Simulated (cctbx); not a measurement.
# Accept or mend?

Cell a = 9.3540 Å, b = 9.5970 Å, c = 9.8940 Å, α = 90.00°, β = 90.00°, γ = 90.00°; space group Immm (no. 71).

The data are simulated with cctbx, not measured: Cu Kα, λ = 1.54184 Å, to d = 0.83 Å, 50 % of the full sphere, strongest reflection 20000 counts, noise from counting, a 2 % proportional error and a noise floor of 15 counts (s.d.); no absorption.

An anisotropic refinement with weights 1/σ² prints:

```text
Rint 0.024, 476 unique reflections to 0.83 A
cycle     R1     wR2    GooF  max shift (A)
   1  0.1700  0.3090  12.150   0.00679
   2  0.1692  0.3046  11.981   0.00002
final R1 0.1692 wR2 0.3046 GooF 11.981  parameters 29  data/parameter 16.4
atom        x        y        z      Ueq    occ   su(xyz)  su(Uiso or U11)
Ho1    0.30236  0.50000  0.18044   0.0042  1.000  0.00050  0.0022
Ho2    0.77896  0.18313  0.00000   0.0043  1.000  0.00049  0.0024
Ho3    0.50000  0.79696  0.23444   0.0038  1.000  0.00053  0.0025
Ga1    0.50000  0.00000  0.00000   0.0110  1.000  0.00000  0.0082
Cu1    0.50000  0.36670  0.00000   0.0100  1.000  0.00153  0.0071
Cu2    0.00000  0.00000  0.87722   0.0160  1.000  0.00152  0.0078
difference map: max 98.72 min -7.28 rms 2.01
Q1    0.0000  0.5000  0.0000    2   98.72  3.27 A from Ho3
Q2    0.0000  0.2988  0.2668    8    9.19  0.02 A from Ho3
Q3    0.0000  0.5000  0.5000    2    7.42  0.00 A from Ga1
Q4    0.1917  0.0000  0.3138    8    6.58  0.08 A from Ho1
Q5    0.2380  0.1901  0.0000    8    6.36  0.17 A from Ho2
Q6    0.0857  0.4291  0.0653   16    3.86  2.42 A from Ho1
```

Q: Accept it or mend it, and why?

Mend it. The fault: an atom left out, Ga at (0, 1/2, 0). Against the right model at the same level, R1 goes from 0.0115 to 0.1692 and GooF from 0.91 to 11.98 and the top difference peak, 98.7 e/Å³, lies 3.27 Å from Ho3. Q1 is the missing atom. With scattering power missing, scale and phases suffer, so peaks may also grow on the heavy atoms.

The compound is Ho6GaCu2. The right model at the same level gives:

```text
Rint 0.024, 476 unique reflections to 0.83 A
cycle     R1     wR2    GooF  max shift (A)
   1  0.0158  0.0323   1.273   0.00058
   2  0.0115  0.0230   0.909   0.00000
final R1 0.0115 wR2 0.0230 GooF 0.909  parameters 32  data/parameter 14.9
atom        x        y        z      Ueq    occ   su(xyz)  su(Uiso or U11)
Ho1    0.30255  0.50000  0.18069   0.0070  1.000  0.00004  0.0002
Ho2    0.77857  0.18343  0.00000   0.0066  1.000  0.00004  0.0002
Ho3    0.50000  0.79683  0.23451   0.0053  1.000  0.00004  0.0002
Ga1    0.00000  0.50000  0.00000   0.0085  1.000  0.00000  0.0006
Ga2    0.50000  0.00000  0.00000   0.0107  1.000  0.00000  0.0006
Cu1    0.50000  0.36679  0.00000   0.0124  1.000  0.00011  0.0005
Cu2    0.00000  0.00000  0.87796   0.0178  1.000  0.00012  0.0006
difference map: max 0.98 min -0.85 rms 0.23
Q1    0.1034  0.5000  0.0000    4    0.98  0.97 A from Ga1
Q2    0.2477  0.0000  0.1698    8    0.93  1.55 A from Ho1
Q3    0.1525  0.1450  0.5000    8    0.89  1.43 A from Cu1
Q4    0.0000  0.3257  0.5000    4    0.79  1.67 A from Ga2
Q5    0.1590  0.2510  0.0773   16    0.71  1.16 A from Ho2
Q6    0.0717  0.3314  0.0000    8    0.69  1.75 A from Ga1
```

This is a model crystal, built by substitution and not relaxed, with assumed displacement parameters.

[Middle refinement cycles are left out of these outputs.]

[Logs are printed without paths, hosts, clocks, repeated set-up lines and the standing remarks that a program may print on its own settings, such as how far it seeks lower states.]
